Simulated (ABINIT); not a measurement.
# CsMgF3 (Pm-3m): G0W0 with and without spin-orbit coupling

Aim: spinor G0W0 for CsMgF3 (Pm-3m) beside the scalar-relativistic result.

Program: ABINIT 10.8.3. Level of theory: PBEsol and many-body steps on it, plane waves. Results are calculated unless marked as measured.

This is a report of a sequence of runs, with most program output left out.

**1. The structure**

It takes space group Pm-3m (No. 221, cubic). The conventional cell has a = 4.252 Å, b = 4.252 Å, c = 4.252 Å, α = 90.00°, β = 90.00°, γ = 90.00°. Nearest to Cs lie 12 F at 3.01 Å. Nearest to Mg lie 6 F at 2.13 Å. Nearest to F lie 2 Mg at 2.13 Å and 4 Cs at 3.01 Å. Farther neighbours and most contacts between anions are not listed.

The cell and positions are those that the Materials Project relaxed with its own functionals (PBE, PBE+U or r2SCAN), kept fixed. Spin-orbit coupling is left out unless a step names it.

**2. Empty states on the mesh, 2×2×2 mesh, 61 bands**

This step: ABINIT 10.8.3; DFT, PBEsol, plane waves, norm-conserving pseudopotentials.

The sums over transitions need many empty states on a uniform mesh; this step solves for them.

File run.abi:

```
acell 3*1.0 Angstrom
rprim 
  4.252307000000 0.000000000000 0.000000000000
  0.000000000000 4.252307000000 0.000000000000
  0.000000000000 0.000000000000 4.252307000000
ntypat 3
znucl 55 12 9
natom 5
typat 1 2 3 3 3
xred 
  0.000000000000 0.000000000000 0.000000000000
  0.500000000000 0.500000000000 0.500000000000
  0.000000000000 0.500000000000 0.500000000000
  0.500000000000 0.000000000000 0.500000000000
  0.500000000000 0.500000000000 0.000000000000
pp_dirpath "pseudos"
pseudos "Cs.upf, Mg.upf, F.upf"
ecut 38
ngkpt 2 2 2
nshiftk 1
shiftk 0 0 0
kptopt 1
chksymbreak 0
iscf -2
irdden 1
istwfk *1
nband 61
nbdbuf 4
tolwfr 1e-09
nstep 60
prtvol 0
indata_prefix "in"
outdata_prefix "out"
tmpdata_prefix "tmp"
```

Command:

```
$ OMP_NUM_THREADS=1 mpirun -n 4 abinit run.abi > log
```

Wall time 12 s (4 MPI ranks of Arm Neoverse V2, shared host); peak memory 0.3 GiB; 48 s of CPU time.

Numbers from this step:

* gap: 6.549 eV
* k of the valence top: 0, 0, 0
* k of the conduction bottom: 0, 0, 0
* least direct gap: 6.549 eV
* k points computed: 4
* lowest point of the top converged band, above the valence top: 30.38 eV

On this mesh the gap is 6.549 eV.

The density comes from a self-consistent run that is not shown.

**3. Screening, 2×2×2 mesh, 57 bands, screening to 98 eV**

The RPA dielectric matrix is built and inverted for each q.

This step: RPA screening on PBEsol, plane waves, norm-conserving pseudopotentials.

Edit run.abi of step 2 so:

```diff
@@ -23,10 +23,11 @@
 chksymbreak 0
-iscf -2
-irdden 1
 istwfk *1
-nband 61
-nbdbuf 4
-tolwfr 1e-09
-nstep 60
-prtvol 0
+occopt 1
+irdwfk 1
+optdriver 3
+nband 57
+ecuteps 3.6
+inclvkb 0
+awtr 1
+symchi 1
 indata_prefix "in"
```

Run time: 3.9 s. Hardware: 4 MPI ranks; peak memory 0.55 GiB.

This step gave:

```yaml
eps_infinity_with_local_fields_on_this_mesh_along_the_program_s_q_direction: 2.731
the_same_without_local_fields: 2.934
plasma_frequency: 26.78 eV
plane_waves_in_the_screening_matrix: 171
```

Local fields lower ε∞ by 7 %. On a Γ-centred mesh this coarse the value itself is usually too large, while a short band sum pulls it down.

**4. Scalar-relativistic**

The self-energy is evaluated for the states that the input lists, and the levels follow from it, in one-shot runs by the linearised quasiparticle equation.

This step: G0W0 on PBEsol, plane waves, norm-conserving pseudopotentials.

Edit run.abi of step 3 so:

```diff
@@ -26,8 +26,15 @@
 irdwfk 1
-optdriver 3
+optdriver 4
 nband 57
+gwcalctyp 0
+ecutsigx 38
+symsigma 1
+nkptgw 1
+kptgw 
+  0.0000000000 0.0000000000 0.0000000000
+bdgw 
+  18 23
 ecuteps 3.6
-inclvkb 0
-awtr 1
-symchi 1
+irdscr 1
+ppmodel 1
 indata_prefix "in"
```

The job ended after 3.5 s (4 MPI ranks; peak memory 0.68 GiB).

This step gave:

```yaml
g0w0_gap_on_the_points_computed: 9.962 eV
starting_gap_on_the_mesh: 6.549 eV
k_of_the_valence_top: 0, 0, 0
k_of_the_conduction_bottom: 0, 0, 0
z_at_the_valence_top: 0.806
z_at_the_conduction_bottom: 0.878
least_direct_g0w0_gap_on_the_computed_points: 9.962 eV
```

The gap on the mesh goes from 6.55 eV to 9.96 eV, a correction of +3.41 eV.

**5. Empty states on the mesh, 2×2×2 mesh, 124 bands**

This step: DFT, PBEsol with spin-orbit coupling, plane waves, norm-conserving pseudopotentials.

Edit run.abi of step 4 so:

```diff
@@ -18,2 +18,3 @@
 ecut 38
+nspinor 2
 ngkpt 2 2 2
@@ -23,18 +24,10 @@
 chksymbreak 0
+iscf -2
+irdden 1
 istwfk *1
-occopt 1
-irdwfk 1
-optdriver 4
-nband 57
-gwcalctyp 0
-ecutsigx 38
-symsigma 1
-nkptgw 1
-kptgw 
-  0.0000000000 0.0000000000 0.0000000000
-bdgw 
-  18 23
-ecuteps 3.6
-irdscr 1
-ppmodel 1
+nband 124
+nbdbuf 10
+tolwfr 1e-09
+nstep 60
+prtvol 0
 indata_prefix "in"
```

Elapsed: 75 s, on 4 MPI ranks; peak memory 0.46 GiB; 5 min of CPU time.

Numbers from this step:

```yaml
gap: 6.421 eV
k_of_the_valence_top: 0, 0, 0
k_of_the_conduction_bottom: 0, 0, 0
least_direct_gap: 6.421 eV
k_points_computed: 4
lowest_point_of_the_top_converged_band_above_the_valence_top: 30.25 eV
```

On this mesh the gap is 6.421 eV.

The density comes from a self-consistent run that is not shown, made with spin-orbit coupling and fully relativistic files.

**6. Screening, 2×2×2 mesh, 114 bands, screening to 98 eV**

This step: RPA screening on PBEsol with spin-orbit coupling, plane waves, norm-conserving pseudopotentials.

Edit run.abi of step 5 so:

```diff
@@ -24,10 +24,11 @@
 chksymbreak 0
-iscf -2
-irdden 1
 istwfk *1
-nband 124
-nbdbuf 10
-tolwfr 1e-09
-nstep 60
-prtvol 0
+occopt 1
+irdwfk 1
+optdriver 3
+nband 114
+ecuteps 3.6
+inclvkb 0
+awtr 1
+symchi 1
 indata_prefix "in"
```

Wall time 16 s (4 MPI ranks); peak memory 1.3 GiB.

Numbers from this step:

```
ε∞ with local fields, on this mesh, along the program's q direction : 2.737
the same without local fields                                       : 2.940
plasma frequency                                                    : 26.78 eV
plane waves in the screening matrix                                 : 171
```

**7. With spin-orbit coupling**

This step: G0W0 on PBEsol with spin-orbit coupling, plane waves, norm-conserving pseudopotentials.

Edit run.abi of step 6 so:

```diff
@@ -27,8 +27,15 @@
 irdwfk 1
-optdriver 3
+optdriver 4
 nband 114
+gwcalctyp 0
+ecutsigx 38
+symsigma 0
+nkptgw 1
+kptgw 
+  0.0000000000 0.0000000000 0.0000000000
+bdgw 
+  37 46
 ecuteps 3.6
-inclvkb 0
-awtr 1
-symchi 1
+irdscr 1
+ppmodel 1
 indata_prefix "in"
```

It took 13 s on 4 MPI ranks; peak memory 1.1 GiB.

Numbers from this step:

```yaml
g0w0_gap_on_the_points_computed: 9.804 eV
starting_gap_on_the_mesh: 6.421 eV
k_of_the_valence_top: 0, 0, 0
k_of_the_conduction_bottom: 0, 0, 0
z_at_the_valence_top: 0.809
z_at_the_conduction_bottom: 0.878
least_direct_g0w0_gap_on_the_computed_points: 9.804 eV
```

Against G0W0 in ABINIT (2×2×2 mesh, 57 bands, screening to 98 eV, Godby-Needs plasmon pole), the gap moves by −0.158 eV.

**8. The runs together**

Times are wall times on 4 MPI ranks of Arm Neoverse V2, shared host, good to a factor of about two. A run's time includes the screening step that it read.

```tsv
run	mesh	bands	screening cutoff (eV)	DFT gap (eV)	gap on the mesh (eV)	direct (eV)	ε∞ used	time
scalar-relativistic	2×2×2	57	98	6.549	9.962	9.962	2.73	7.4 s
with spin-orbit coupling	2×2×2	114	98	6.421	9.804	9.804	2.74	29 s
```

**9. Results**

```
scalar-relativistic      : 9.962 eV
with spin-orbit coupling : 9.804 eV
known limits             : not at the basis limit; screening head approximate; no spin-orbit coupling in some runs; coarse k mesh
```

**Reading.** With spin-orbit coupling: −0.158 eV against scalar-relativistic, −0.128 eV of it in the start. Bands and cutoff are finite, so the gap is not at the basis limit. The miss can reach some tenths of an eV and take either sign; the mesh is an error of its own. In the G0W0 runs levels were corrected at 1 k point alone, so a gap called «on the mesh» is the least over those, and an edge elsewhere would be missed. The 2×2×2 mesh is coarse for this cell, which bears on the long-range parts of exchange and screening. This is the ideal cubic cell; many perovskites, halides above all, are cubic only on average, and local tilts or off-centring can widen the gap. The long-wavelength limit of the screening leaves out the non-local commutator, which shifts ε∞.

[Paths, hosts, dates, memory and timing lines, banners, echoed tables and standing remarks are left out of the program output.]

[Logs are printed without paths, hosts, clocks, repeated set-up lines and the standing remarks that a program may print on its own settings, such as how far it seeks lower states.]

[Runs of the session that timed out or met a known fault of the program may be left out.]

[Hosts, paths, dates, database ids (printed as entryN), source tags and the programs' standing remarks are cut or masked in the printed files.]

[G0W0 gaps are taken among the corrected bands and points alone; a level outside them can change the order at an edge.]

[Where Ansatz stands beside ABINIT at settings called matched, ABINIT's density can come from a denser mesh and the files from another edition; pairs whose starting gaps differed by over 0.03 eV were left out, so agreement reads better than it is.]
